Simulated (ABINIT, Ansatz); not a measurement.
# A GW chain in ABINIT: CdBr2 (P6_3mc)

How does a plane-wave GW calculation on CdBr2 (P6_3mc) run from the first input to the gap?

Method: LDA and many-body steps on it, plane waves, in ABINIT 10.8.3.

Most raw output is cut from this account.

The database entry behind the starting cell has ideal inner coordinates that were not refined, so it need not match the best structure at ambient conditions.

**1. The starting structure**

Symmetry: P6_3mc, No. 186, hexagonal system. The conventional cell has a = 3.985 Å, b = 3.985 Å, c = 12.561 Å, α = 90.00°, β = 90.00°, γ = 120.00°. Cd has 6 Br at 2.79 Å nearest. Nearest to Br lie 3 Cd at 2.79 Å. Br has 3 Cd at 2.79 Å nearest. Farther neighbours and most contacts between anions are not listed.

The cell and positions come from the Crystallography Open Database and are kept as given unless a step says otherwise.

**2. Ground state**

This step: ABINIT 10.8.3; DFT, LDA, plane waves, norm-conserving pseudopotentials.

The ground-state density comes first.

run.abi

```
acell 3*1.0 Angstrom
rprim 
  3.985000000011 -0.000000000003 0.000000000000
  -1.992500000003 3.451111234092 0.000000000000
  0.000000000000 0.000000000000 12.561000000000
ntypat 2
znucl 48 35
natom 6
typat 1 1 2 2 2 2
xred 
  0.333333333333 0.666666666667 0.375000000000
  0.666666666667 0.333333333333 0.875000000000
  0.333333333333 0.666666666667 0.000000000000
  0.666666666667 0.333333333333 0.500000000000
  0.000000000000 0.000000000000 0.250000000000
  0.000000000000 0.000000000000 0.750000000000
pp_dirpath "pseudos"
pseudos "Cd.upf, Br.upf"
ecut 47
ngkpt 6 6 2
nshiftk 1
shiftk 0 0 0
kptopt 1
chksymbreak 0
nband 41
occopt 1
tolvrs 1e-10
nstep 60
prtwf 0
optforces 0
optstress 0
indata_prefix "in"
outdata_prefix "out"
tmpdata_prefix "tmp"
```

Started as:

```bash
$ OMP_NUM_THREADS=1 mpirun -n 4 abinit run.abi > log
```

Wall time 3.7 min (4 MPI ranks of Intel Xeon Platinum 8559C (Emerald Rapids), shared host); peak memory 0.77 GiB; 14 min of CPU time.

Numbers from this step:

* total energy: -11262.3313 eV
* gap: 2.527 eV
* k of the valence top: 0, 0, 0
* k of the conduction bottom: 0, 0, 0
* least direct gap: 2.527 eV

The gap is direct, at Γ.

**3. Empty states on the mesh, 3×3×1 mesh, 477 bands**

The sums over transitions need many empty states on a uniform mesh; this step solves for them.

Changes to run.abi since step 2:

```diff
@@ -19,3 +19,3 @@
 ecut 47
-ngkpt 6 6 2
+ngkpt 3 3 1
 nshiftk 1
@@ -24,9 +24,10 @@
 chksymbreak 0
-nband 41
-occopt 1
-tolvrs 1e-10
+iscf -2
+irdden 1
+istwfk *1
+nband 477
+nbdbuf 42
+tolwfr 1e-09
 nstep 60
-prtwf 0
-optforces 0
-optstress 0
+prtvol 0
 indata_prefix "in"
```

Started as:

```bash
$ OMP_NUM_THREADS=1 mpirun -n 3 abinit run.abi > log
```

Wall time 22 min (3 MPI ranks); peak memory 0.85 GiB; 65 min of CPU time.

This step gave:

- gap: 2.527 eV
- k of the valence top: 0, 0, 0
- k of the conduction bottom: 0, 0, 0
- least direct gap: 2.527 eV
- k points computed: 3
- lowest point of the top converged band, above the valence top: 96.0176 eV

On this mesh the gap is 2.527 eV.

**4. Screening, 3×3×1 mesh, 435 bands, screening to 217.7 eV**

The RPA dielectric matrix is built and inverted for each q.

This step: RPA screening on LDA, plane waves, norm-conserving pseudopotentials.

Changes to run.abi since step 3:

```diff
@@ -24,10 +24,11 @@
 chksymbreak 0
-iscf -2
-irdden 1
 istwfk *1
-nband 477
-nbdbuf 42
-tolwfr 1e-09
-nstep 60
-prtvol 0
+occopt 1
+irdwfk 1
+optdriver 3
+nband 435
+ecuteps 8
+inclvkb 2
+awtr 1
+symchi 1
 indata_prefix "in"
```

Started as:

```bash
$ OMP_NUM_THREADS=1 mpirun -n 4 abinit run.abi > log
```

The job ended after 6.7 min (4 MPI ranks; peak memory 3.8 GiB).

This step gave:

```
ε∞ with local fields, on this mesh, along the program's q direction : 5.380
the same without local fields                                       : 6.121
plasma frequency                                                    : 23.30 eV
plane waves in the screening matrix                                 : 1267
```

Local fields lower ε∞ by 12 %. On a Γ-centred mesh this coarse the value itself is usually too large, while a short band sum pulls it down.

**5. Self-energy, 3×3×1 mesh, 435 bands, screening to 217.7 eV**

The self-energy is evaluated for the states that the input lists, and the levels follow from it, in one-shot runs by the linearised quasiparticle equation.

This step: G0W0 on LDA, plane waves, norm-conserving pseudopotentials.

Changes to run.abi since step 4:

```diff
@@ -27,8 +27,15 @@
 irdwfk 1
-optdriver 3
+optdriver 4
 nband 435
+gwcalctyp 0
+ecutsigx 47
+symsigma 1
+nkptgw 1
+kptgw 
+  0.0000000000 0.0000000000 0.0000000000
+bdgw 
+  33 36
 ecuteps 8
-inclvkb 2
-awtr 1
-symchi 1
+irdscr 1
+ppmodel 1
 indata_prefix "in"
```

Run time: 100 s. Hardware: 4 MPI ranks; peak memory 4.2 GiB; 6.6 min of CPU time.

Numbers from this step:

```
G0W0 gap on the points computed              : 4.34 eV
starting gap on the mesh                     : 2.527 eV
k of the valence top                         : 0, 0, 0
k of the conduction bottom                   : 0, 0, 0
Z at the valence top                         : 0.79
Z at the conduction bottom                   : 0.821
least direct G0W0 gap on the computed points : 4.34 eV
```

The gap on the mesh goes from 2.53 eV to 4.34 eV, a correction of +1.81 eV.

Limits: finite bands, cutoff and mesh; no spin-orbit coupling; coarse k mesh. v1 is the top filled band, c1 the lowest empty one. The levels before and after the correction (eV, zero at the valence-band top of each column):

|  | conduction bottom | valence top |
| --- | --- | --- |
| Kohn-Sham | 2.53 | 0.00 |
| G0W0 | 4.34 | 0.00 |

|  | level | energy (eV) |
| --- | --- | --- |
| Kohn-Sham | Γ v2-v1 | 0.000 |
| Kohn-Sham | Γ c1 | 2.527 |
| Kohn-Sham | Γ c2 | 3.877 |
| G0W0 | Γ v2-v1 | 0.000 |
| G0W0 | Γ c1 | 4.340 |
| G0W0 | Γ c2 | 5.741 |

**6. Where the time went**

Times are wall times on the hardware named with each run. The host was busy with other work, so they are no guide to cost.

| step | time | share | memory (GiB) |
| --- | --- | --- | --- |
| ground state | 3.7 min | 11 % | 0.77 |
| empty states on the mesh | 22 min | 64 % | 0.85 |
| screening | 6.7 min | 20 % | 3.8 |
| self-energy | 100 s | 5 % | 4.2 |

**7. Results**

```json
{
  "LDA gap": "2.53 eV, direct",
  "G0W0 gap on the mesh": "4.34 eV",
  "GW settings": "3×3×1 mesh, 435 bands, screening to 217.7 eV, Godby-Needs plasmon pole",
  "known limits": "not at the basis limit; no spin-orbit coupling; coarse k mesh"
}
```

G0W0 moves the gap on the mesh from 2.53 eV to 4.34 eV (+1.81 eV), with Z of 0.79 and 0.82 at the edges. Local fields lower the RPA ε∞ on this mesh from 6.12 to 5.38; a Γ-centred mesh this coarse tends to raise both, most where the direct gap is narrow, while a short band sum lowers them. Only 1 of the mesh's irreducible points was corrected, so a valley elsewhere could overtake. The dearest step here is «empty states on the mesh». Bands and cutoff are finite, so the gap is not at the basis limit. The miss can reach some tenths of an eV and take either sign; the mesh is an error of its own. In the G0W0 run levels were corrected at 1 k point alone, so a gap called «on the mesh» is the least over those, and an edge elsewhere would be missed. The 3×3×1 mesh is coarse for this cell, which bears on the long-range parts of exchange and screening. The many-body steps are scalar-relativistic: spin-orbit coupling is not in them.

[Paths, hosts, dates, memory and timing lines, banners, echoed tables and standing remarks are left out of the program output.]

[Logs are printed without paths, hosts, clocks, repeated set-up lines and the standing remarks that a program may print on its own settings, such as how far it seeks lower states.]

[Runs of the session that timed out or met a known fault of the program may be left out.]

[Hosts, paths, dates, database ids (printed as entryN), source tags and the programs' standing remarks are cut or masked in the printed files.]

[G0W0 gaps are taken among the corrected bands and points alone; a level outside them can change the order at an edge.]

[Where Ansatz stands beside ABINIT at settings called matched, ABINIT's density can come from a denser mesh and the files from another edition; pairs whose starting gaps differed by over 0.03 eV were left out, so agreement reads better than it is.]
